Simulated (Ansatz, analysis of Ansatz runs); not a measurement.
# A hop of Li in Li3VO4 (Pmn2_1), charge −1

Aim: the barrier of one jump in Li3VO4 (Pmn2_1) at charge −1: V_Li hop (3.0 Å). The model is a cell of 64 host atoms with 1 Li taken out; Li is the atom that moves.

Calculated with Ansatz 0.2.0; plane-wave PAW DFT, PBEsol; nudged elastic band between two relaxed defect structures at fixed charge in a uniform background.

### 1. Starting point

The cell holds 63 atoms: 23 Li, 8 V and 32 O. Its edges and angles: a = 9.648 Å, b = 9.648 Å, c = 9.648 Å, α = 98.7°, β = 111.7°, γ = 118.7°. It derives from Li3VO4 (space group Pmn2_1). Nearest the centre at fractional (0.255, 0.442, 0.437): O40 at 1.26 Å, Li16 at 1.52 Å, O53 at 1.99 Å, O62 at 2.47 Å, O32 at 2.64 Å, Li5 at 2.67 Å, V29 at 2.68 Å, Li12 at 2.70 Å. The cell carries charge −1.

The cell's shortest repeat is 9.6 Å.

### 2. Relaxation of the start point, charge −1

The ends come first: from an unrelaxed start the top is counted from too high an energy, and the barrier comes out too low. Small random displacements break the symmetry of the ideal sites, so that the defect can distort if it gains by it. The charge of −1 is set by the electron count, and a uniform background keeps the cell neutral.

qm1.start/input.yaml reads:

```yaml
crystal:
  lattice:
    - [-6.2860123, 5.41796052, 4.92165781]
    - [6.2860123, -5.41796052, 4.92165781]
    - [6.2860123, 5.41796052, -4.92165781]
  atoms:
    - { symbol: Li, position: [0.33914451, 0.12883346, 0.45779917] }
    - { symbol: Li, position: [0.33914451, 0.62883346, 0.95779917] }
    - { symbol: Li, position: [0.83914451, 0.12883346, 0.95779917] }
    - { symbol: Li, position: [0.83914451, 0.62883346, 0.45779917] }
    - { symbol: Li, position: [0.42103429, 0.38134534, 0.29220083] }
    - { symbol: Li, position: [0.42103429, 0.88134534, 0.79220083] }
    - { symbol: Li, position: [0.92103429, 0.38134534, 0.79220083] }
    - { symbol: Li, position: [0.92103429, 0.88134534, 0.29220083] }
    - { symbol: Li, position: [0.42103429, 0.12883346, 0.03968895] }
    - { symbol: Li, position: [0.92103429, 0.12883346, 0.53968895] }
    - { symbol: Li, position: [0.92103429, 0.62883346, 0.03968895] }
    - { symbol: Li, position: [0.33914451, 0.38134534, 0.71031105] }
    - { symbol: Li, position: [0.33914451, 0.88134534, 0.21031105] }
    - { symbol: Li, position: [0.83914451, 0.38134534, 0.21031105] }
    - { symbol: Li, position: [0.83914451, 0.88134534, 0.71031105] }
    - { symbol: Li, position: [0.08861849, 0.25533769, 0.3332808] }
    - { symbol: Li, position: [0.08861849, 0.75533769, 0.8332808] }
    - { symbol: Li, position: [0.58861849, 0.25533769, 0.8332808] }
    - { symbol: Li, position: [0.58861849, 0.75533769, 0.3332808] }
    - { symbol: Li, position: [0.1720569, 0.25533769, 0.9167192] }
    - { symbol: Li, position: [0.1720569, 0.75533769, 0.4167192] }
    - { symbol: Li, position: [0.6720569, 0.25533769, 0.4167192] }
    - { symbol: Li, position: [0.6720569, 0.75533769, 0.9167192] }
    - { symbol: V, position: [0.08546861, 0.0005266, 0.08494202] }
    - { symbol: V, position: [0.08546861, 0.5005266, 0.58494202] }
    - { symbol: V, position: [0.58546861, 0.0005266, 0.58494202] }
    - { symbol: V, position: [0.58546861, 0.5005266, 0.08494202] }
    - { symbol: V, position: [0.16558458, 0.0005266, 0.66505798] }
    - { symbol: V, position: [0.16558458, 0.5005266, 0.16505798] }
    - { symbol: V, position: [0.66558458, 0.0005266, 0.16505798] }
    - { symbol: V, position: [0.66558458, 0.5005266, 0.66505798] }
    - { symbol: O, position: [0.21519261, 0.1676592, 0.27234667] }
    - { symbol: O, position: [0.21519261, 0.6676592, 0.77234667] }
    - { symbol: O, position: [0.71519261, 0.1676592, 0.77234667] }
    - { symbol: O, position: [0.71519261, 0.6676592, 0.27234667] }
    - { symbol: O, position: [0.41314872, 0.32682813, 0.08632059] }
    - { symbol: O, position: [0.41314872, 0.82682813, 0.58632059] }
    - { symbol: O, position: [0.91314872, 0.32682813, 0.58632059] }
    - { symbol: O, position: [0.91314872, 0.82682813, 0.08632059] }
    - { symbol: O, position: [0.21519261, 0.44284594, 0.54753341] }
    - { symbol: O, position: [0.21519261, 0.94284594, 0.04753341] }
    - { symbol: O, position: [0.71519261, 0.44284594, 0.04753341] }
    - { symbol: O, position: [0.71519261, 0.94284594, 0.54753341] }
    - { symbol: O, position: [0.14531253, 0.44284594, 0.97765333] }
    - { symbol: O, position: [0.14531253, 0.94284594, 0.47765333] }
    - { symbol: O, position: [0.64531253, 0.44284594, 0.47765333] }
    - { symbol: O, position: [0.64531253, 0.94284594, 0.97765333] }
    - { symbol: O, position: [0.14531253, 0.1676592, 0.70246659] }
    - { symbol: O, position: [0.14531253, 0.6676592, 0.20246659] }
    - { symbol: O, position: [0.64531253, 0.1676592, 0.20246659] }
    - { symbol: O, position: [0.64531253, 0.6676592, 0.70246659] }
    - { symbol: O, position: [0.3700256, 0.05452165, 0.81550395] }
    - { symbol: O, position: [0.3700256, 0.55452165, 0.31550395] }
    - { symbol: O, position: [0.8700256, 0.05452165, 0.31550395] }
    - { symbol: O, position: [0.8700256, 0.55452165, 0.81550395] }
    - { symbol: O, position: [0.4890177, 0.05452165, 0.43449605] }
    - { symbol: O, position: [0.4890177, 0.55452165, 0.93449605] }
    - { symbol: O, position: [0.9890177, 0.05452165, 0.93449605] }
    - { symbol: O, position: [0.9890177, 0.55452165, 0.43449605] }
    - { symbol: O, position: [0.49050754, 0.32682813, 0.66367941] }
    - { symbol: O, position: [0.49050754, 0.82682813, 0.16367941] }
    - { symbol: O, position: [0.99050754, 0.32682813, 0.16367941] }
    - { symbol: O, position: [0.99050754, 0.82682813, 0.66367941] }
total_charge: -1
basis:
  ecutwfc: 420
  xc_grid: 2
hamiltonian:
  xc: pbesol
kpoints:
  mp_grid: { grid: [1, 1, 1] }
scf:
  occupations: { method: fixed }
  max_iter: 100
output:
  forces: true
relax:
  f_tol: 0.02
  max_steps: 70
  random_displacement: { amplitude: 0.03, seed: 814 }
```

Launch:

```console
$ ansatz run input.yaml --threads 4 --pin off --max-ram 7536MiB --backend cpu --events-out ev --progress --plain --runs-dir out
```

Numbers of over 12 decimals in the logs are rounded to 6 here.

The program printed:

```text
[... repeated set-up lines and file paths are left out, and long positions are rounded to six places ...]
The last accepted step is kept in <dir> (removed where the run ends without a failure and the disk answers)
Engine: ansatz 0.2.0, aarch64-unknown-linux-gnu
Pseudopotentials: kind: paw
Pseudopotential: Li, paw, valence charge 3, recommended cutoff 420 eV (normal), Li.paw.azcp
Pseudopotential: V, paw, valence charge 13, recommended cutoff 420 eV (normal), V.paw.azcp
Pseudopotential: O, paw, valence charge 6, recommended cutoff 420 eV (normal), O.paw.azcp
Functional definition: PBEsol
  exchange = pbesol_x
  correlation = pbesol_c
Crystal: 63 atoms, lattice volume = 670.475 Å³
Basis set: ecut = 420 eV, 13091 PW (Γ), exchange–correlation on 144×144×144 points (8 copies of the dense FFT grid, shifted against one another)
Bands: 246, of which v1, the nominal top of the filled ones, is band 183 counted from 1 (182 counted from 0)
Symmetry: 1 space group operations
k-points: 1
Non-local potential: Li, projectors of the file, l = 0: 3, l = 1: 2, l = 2: 1
Non-local potential: V, projectors of the file, l = 0: 3, l = 1: 2, l = 2: 3, l = 3: 1
Non-local potential: O, projectors of the file, l = 0: 2, l = 1: 2, l = 2: 1
PAW form: soft (Blöchl's): semilocal exchange-correlation on the pseudo side does not see the compensation charge
PAW frozen core: V, regenerated for the run's functional, and the local potential with it (the file was generated under x = pbe(κ = 0.804, μ = 0.219515), c = pbe(β = 0.066725))
PAW frozen core: O, regenerated for the run's functional, and the local potential with it (the file was generated under x = pbe(κ = 0.804, μ = 0.219515), c = pbe(β = 0.066725))
PAW one-centre angular grid: Li, 110 points (default); XC on 64 Gauss nodes
PAW one-centre angular grid: V, 590 points (default); XC on 64 Gauss nodes
PAW one-centre angular grid: O, 110 points (default); XC on 64 Gauss nodes
Initial density: superposition of atomic densities (neutral atoms scaled as one to the charged cell's electrons: chi_scale 0, normalization atom), corrected by the library's trained network
Initial wavefunctions: pseudopotential atomic-orbital guess
Functional: x = pbesol(κ = 0.804, μ = 0.123457), c = pbesol(β = 0.046)
SCF iter   1: F=—  HF=-45761.290295 eV  |F-HF|=—  |Δ(HF+E_count)|=         —  Δρ=1.60e-2  dr2=1.43e0  ethr=1.77e-3  ⟨swp⟩=4.0  Hψ=641  notcnv=0  defer=55
preconditioner: auto → Resta (q_TF=auto, 2.466 Å⁻¹)  ε∞=4.8  [insulator: Δε(μ)=3.555 eV  Ē_g=11.775 eV  n_scr=170 (ndim 8)  ℏωp=22.9 eV  f_vac=0.051  ε∞_Penn≈4.8]
SCF iter   2: F=—  HF=-45760.865948 eV  |F-HF|=—  |Δ(HF+E_count)|=   4.24e-1  Δρ=4.01e-3  dr2=1.05e-1  ethr=3.92e-4  ⟨swp⟩=2.0  Hψ=358  notcnv=0  defer=55
SCF iter   3: F=—  HF=-45760.858821 eV  |F-HF|=—  |Δ(HF+E_count)|=   7.13e-3  Δρ=3.49e-3  dr2=9.44e-2  ethr=2.88e-5  ⟨swp⟩=2.0  Hψ=321  notcnv=0  defer=51
automatic band count: iteration 3 solves 236 bands in place of 246: the levels show a gap, and the empty bands left out lie too high to hold charge; the band table lists the bands solved (type scf.n_extra_bands for more)
SCF iter   4: F=—  HF=-45760.848411 eV  |F-HF|=—  |Δ(HF+E_count)|=   1.04e-2  Δρ=1.35e-3  dr2=1.47e-2  ethr=2.58e-5  ⟨swp⟩=2.0  Hψ=291  notcnv=0  defer=51
SCF iter   5: F=—  HF=-45760.849239 eV  |F-HF|=—  |Δ(HF+E_count)|=   8.29e-4  Δρ=8.64e-4  dr2=5.20e-3  ethr=4.00e-6  ⟨swp⟩=2.0  Hψ=289  notcnv=0  defer=51
SCF iter   6: F=—  HF=-45760.848435 eV  |F-HF|=—  |Δ(HF+E_count)|=   8.05e-4  Δρ=2.32e-4  dr2=5.72e-4  ethr=1.42e-6  ⟨swp⟩=2.0  Hψ=336  notcnv=0  defer=51
SCF iter   7: F=—  HF=-45760.848650 eV  |F-HF|=—  |Δ(HF+E_count)|=   2.15e-4  Δρ=3.21e-4  dr2=8.26e-4  ethr=1.56e-7  ⟨swp⟩=2.0  Hψ=370  notcnv=0  defer=51
SCF iter   8: F=—  HF=-45760.848568 eV  |F-HF|=—  |Δ(HF+E_count)|=   8.25e-5  Δρ=7.70e-5  dr2=5.79e-5  ethr=1.56e-7  ⟨swp⟩=2.0  Hψ=331  notcnv=0  defer=51
SCF iter   9: F=—  HF=-45760.848580 eV  |F-HF|=—  |Δ(HF+E_count)|=   1.25e-5  Δρ=5.03e-5  dr2=1.94e-5  ethr=1.58e-8  ⟨swp⟩=2.0  Hψ=288  notcnv=0  defer=51
SCF iter  10: F=-45760.848575 eV  HF=-45760.848579 eV  |F-HF|=4.54e-6  |Δ(HF+E_count)|=   9.40e-7  Δρ=2.99e-5  dr2=7.20e-6  ethr=2.73e-9  ⟨swp⟩=4.0  Hψ=578  notcnv=0
SCF 1 converged in 10 iterations: F = -45760.848575 eV  dr2 = 7.20e-6
  greatest PAW one-centre occupation: 1.000 electrons in one spin orbital (limit 2), on the Li atom at site 1 (counted from 0), in its partial waves of l = 0
relax step   1: F+E_penalty+E_count = -45760.84857475 eV  Δ(F+E_penalty+E_count) = +0.000e0 eV  max|allowed force component| = 3.111e0 eV/Å  Δτ_max = 0.0000 Å  (10 SCF iters, dr2 threshold 1.00e-5 eV, accepted)
[... the SCF cycles and remarks between the steps are left out from here to the last step ...]
relax step   2: F+E_penalty+E_count = -45761.46896950 eV  Δ(F+E_penalty+E_count) = -6.204e-1 eV  max|allowed force component| = 1.500e0 eV/Å  Δτ_max = 0.0785 Å  (7 SCF iters, dr2 threshold 1.00e-4 eV, accepted)
relax step   3: F+E_penalty+E_count = -45761.68082609 eV  Δ(F+E_penalty+E_count) = -2.119e-1 eV  max|allowed force component| = 8.867e-2 eV/Å  Δτ_max = 0.0999 Å  (7 SCF iters, dr2 threshold 1.00e-4 eV, accepted)
relax step   4: F+E_penalty+E_count = -45761.68631420 eV  Δ(F+E_penalty+E_count) = -5.488e-3 eV  max|allowed force component| = 3.090e-2 eV/Å  Δτ_max = 0.0206 Å  (9 SCF iters, dr2 threshold 4.91e-7 eV, accepted)
SCF iter   1: F=—  HF=-45761.687374 eV  |F-HF|=—  |Δ(HF+E_count)|=         —  Δρ=4.87e-4  dr2=1.30e-3  ethr=2.79e-6  ⟨swp⟩=3.0  Hψ=394  notcnv=0  defer=51
automatic band count: iteration 1 solves 236 bands in place of 246: the levels show a gap, and the empty bands left out lie too high to hold charge; the band table lists the bands solved (type scf.n_extra_bands for more)
SCF iter   2: F=—  HF=-45761.687290 eV  |F-HF|=—  |Δ(HF+E_count)|=   8.36e-5  Δρ=2.95e-4  dr2=3.88e-4  ethr=3.55e-7  ⟨swp⟩=2.0  Hψ=299  notcnv=0  defer=44
SCF iter   3: F=—  HF=-45761.687240 eV  |F-HF|=—  |Δ(HF+E_count)|=   4.99e-5  Δρ=1.71e-4  dr2=1.74e-4  ethr=1.06e-7  ⟨swp⟩=2.0  Hψ=345  notcnv=0  defer=43
SCF iter   4: F=—  HF=-45761.687216 eV  |F-HF|=—  |Δ(HF+E_count)|=   2.37e-5  Δρ=1.00e-4  dr2=7.01e-5  ethr=4.76e-8  ⟨swp⟩=2.0  Hψ=290  notcnv=0  defer=42
SCF iter   5: F=—  HF=-45761.686904 eV  |F-HF|=—  |Δ(HF+E_count)|=   3.12e-4  Δρ=2.12e-5  dr2=4.12e-6  ethr=1.92e-8  ⟨swp⟩=2.0  Hψ=291  notcnv=0  defer=42
SCF iter   6: F=—  HF=-45761.686904 eV  |F-HF|=—  |Δ(HF+E_count)|=   1.78e-8  Δρ=9.22e-6  dr2=6.51e-7  ethr=1.12e-9  ⟨swp⟩=2.0  Hψ=330  notcnv=0  defer=42
SCF iter   7: F=—  HF=-45761.686904 eV  |F-HF|=—  |Δ(HF+E_count)|=   1.87e-8  Δρ=5.70e-6  dr2=2.50e-7  ethr=1.78e-10  ⟨swp⟩=2.0  Hψ=302  notcnv=0  defer=42
SCF iter   8: F=-45761.686904 eV  HF=-45761.686904 eV  |F-HF|=6.83e-8  |Δ(HF+E_count)|=   1.07e-8  Δρ=3.42e-6  dr2=9.46e-8  ethr=2.73e-11  ⟨swp⟩=3.0  Hψ=591  notcnv=0
SCF 5 converged in 8 iterations: F = -45761.686904 eV  dr2 = 9.46e-8
relax step   5: F+E_penalty+E_count = -45761.68690439 eV  Δ(F+E_penalty+E_count) = -5.902e-4 eV  max|allowed force component| = 8.874e-3 eV/Å  Δτ_max = 0.0094 Å  (8 SCF iters, accepted)
SCF converged after 8 iterations
Free energy (F): -45761.686904 eV
Harris-Foulkes:  -45761.686904 eV  (|F-HF|=6.83e-8)
Internal energy: -45761.686904 eV  (E = F + TS)
E sigma→0 (E₀):  -45761.686904 eV
Fermi energy:    3.172239 eV
--- Per-component energies (eV) ---
  E_band       = -4890.670593
  E_kinetic    = 8822.829694
  E_local      = -29372.854914  (includes V_loc(G=0)·N_el)
  E_nonlocal   = 395.914981
  E_hartree    = 11435.675642
  E_xc         = -3629.217556
  E_vxc        = -4649.722528  (∫ρ·V_xc dr)
  E_paw        = -13997.799349  (= ΣΔE_a)
  E_vpaw       = -2958.258436  (= ΣTr[D̂ρ^β])
  E_aug_tail   = 0.081380  (compensation charges beyond the density's cutoff)
  E_ewald      = -19418.643428
  E_core_change = 2.326646  (= ΣΔE_core)
  E_smearing   = -0.000000  (= −TS)
  E_closure    = 0.000000  (closes the sum)
  E_deformation_potential = -14.774282  (in the stress; not in F)
  Σ components = -45761.686904   (vs F -45761.686904, Δ=0.00e0)
--- Forces (eV/Å), atoms counted from 1 ---
  atom   1  Li     0.00185580    -0.00184840     0.00010708
  atom   2  Li    -0.00074720     0.00072033    -0.00032794
  [... 2 atoms left out ...]
  atom   5  Li    -0.00005722     0.00100405    -0.00000864
  [... 6 atoms left out ...]
  atom  12  Li    -0.00138831     0.00129650    -0.00084144
  [... 3 atoms left out ...]
  atom  16  Li    -0.00094884     0.00325951    -0.00143203
  [... 8 atoms left out ...]
  atom  25  V     -0.00451145     0.00691038     0.00028604
  [... 3 atoms left out ...]
  atom  29  V     -0.00337365     0.00069024     0.00239133
  [... 2 atoms left out ...]
  atom  32  O      0.00108689     0.00049454     0.00043890
  [... 7 atoms left out ...]
  atom  40  O      0.00395594    -0.00205990     0.00200843
  [... 10 atoms left out ...]
  atom  51  O     -0.00274014    -0.00106130    -0.00165412
  [... 1 atom left out ...]
  atom  53  O     -0.00118892    -0.00178195    -0.00036265
  [... 8 atoms left out ...]
  atom  62  O     -0.00030681     0.00025085     0.00244882
  [... 1 atom left out ...]
  max |Σ_I F_I| component: 3.77e-5 eV/Å
--- Relaxed structure (5 steps of the walk, 5 accepted, 0 SCFs on fresh bases) ---
  F+E_penalty+E_count = -45761.68690439 eV   max|allowed force component| = 8.874e-3 eV/Å
  atoms:
    - { symbol: Li, position: [0.340618, 0.129510, 0.459641] }
    - { symbol: Li, position: [0.336078, 0.626584, 0.956452] }
    [... 2 atoms left out ...]
    - { symbol: Li, position: [0.422763, 0.384673, 0.296604] }
    [... 6 atoms left out ...]
    - { symbol: Li, position: [0.341754, 0.384464, 0.709398] }
    [... 3 atoms left out ...]
    - { symbol: Li, position: [0.092878, 0.260834, 0.333758] }
    [... 8 atoms left out ...]
    - { symbol: V, position: [0.081251, 0.496824, 0.583890] }
    [... 3 atoms left out ...]
    - { symbol: V, position: [0.163730, 0.498818, 0.160279] }
    [... 2 atoms left out ...]
    - { symbol: O, position: [0.215991, 0.167396, 0.272233] }
    [... 7 atoms left out ...]
    - { symbol: O, position: [0.196663, 0.424019, 0.546776] }
    [... 10 atoms left out ...]
    - { symbol: O, position: [0.661603, 0.671657, 0.716703] }
    [... 1 atom left out ...]
    - { symbol: O, position: [0.366788, 0.549633, 0.298507] }
    [... 8 atoms left out ...]
    - { symbol: O, position: [0.989891, 0.324922, 0.162036] }
    [... 1 atom left out ...]
```

The job ended after 20 s (4 threads of Arm Neoverse V1, shared host; peak memory 0.84 GiB; 75 s of CPU time).

The steps of the relaxation:

| step | energy less that of the first step (eV) | largest force component (eV/Å) |
| --- | --- | --- |
| 1 | 0.0000 | 3.1111 |
| 2 | -0.6204 | 1.5002 |
| 3 | -0.8323 | 0.0887 |
| 4 | -0.8377 | 0.0309 |
| 5 | -0.8383 | 0.0089 |

The atoms that moved most (Å, from the sites as typed, ahead of the random displacement, the mean shift of all atoms taken out):

| atom | dx | dy | dz | length |
| --- | --- | --- | --- | --- |
| O40 | -0.005 | -0.001 | -0.179 | 0.179 |
| O51 | 0.013 | 0.145 | 0.031 | 0.149 |
| O53 | -0.116 | -0.082 | 0.045 | 0.149 |
| O37 | 0.064 | -0.058 | 0.047 | 0.098 |
| O38 | 0.044 | -0.047 | -0.038 | 0.075 |
| O44 | -0.032 | -0.049 | -0.009 | 0.060 |
| Li19 | 0.042 | 0.018 | -0.029 | 0.054 |
| Li15 | -0.001 | -0.039 | -0.031 | 0.050 |

Neighbours of Li16 at the end:

| atom | distance (Å) |
| --- | --- |
| O40 | 1.922 |
| O62 | 1.949 |
| O32 | 1.991 |
| O54 | 2.029 |
| O53 | 2.958 |
| Li5 | 3.002 |
| V29 | 3.007 |
| Li10 | 3.061 |
| Li8 | 3.089 |
| Li14 | 3.106 |

Read from the output:

| Item | Value |
| --- | --- |
| free energy | -45761.6869 eV |
| largest move from the ideal geometry of this structure, a common shift of the far atoms taken out | 0.1778 Å |

The relaxation gained 0.838 eV and ended with a largest force component of 0.0089 eV/Å.

[end of part 1 of 4]

[Logs are printed without paths, hosts, clocks, repeated set-up lines and the standing remarks that a program may print on its own settings, such as how far it seeks lower states.]

[Hosts, paths, dates, database ids (printed as entryN), source tags and the programs' standing remarks are cut or masked in the printed files.]
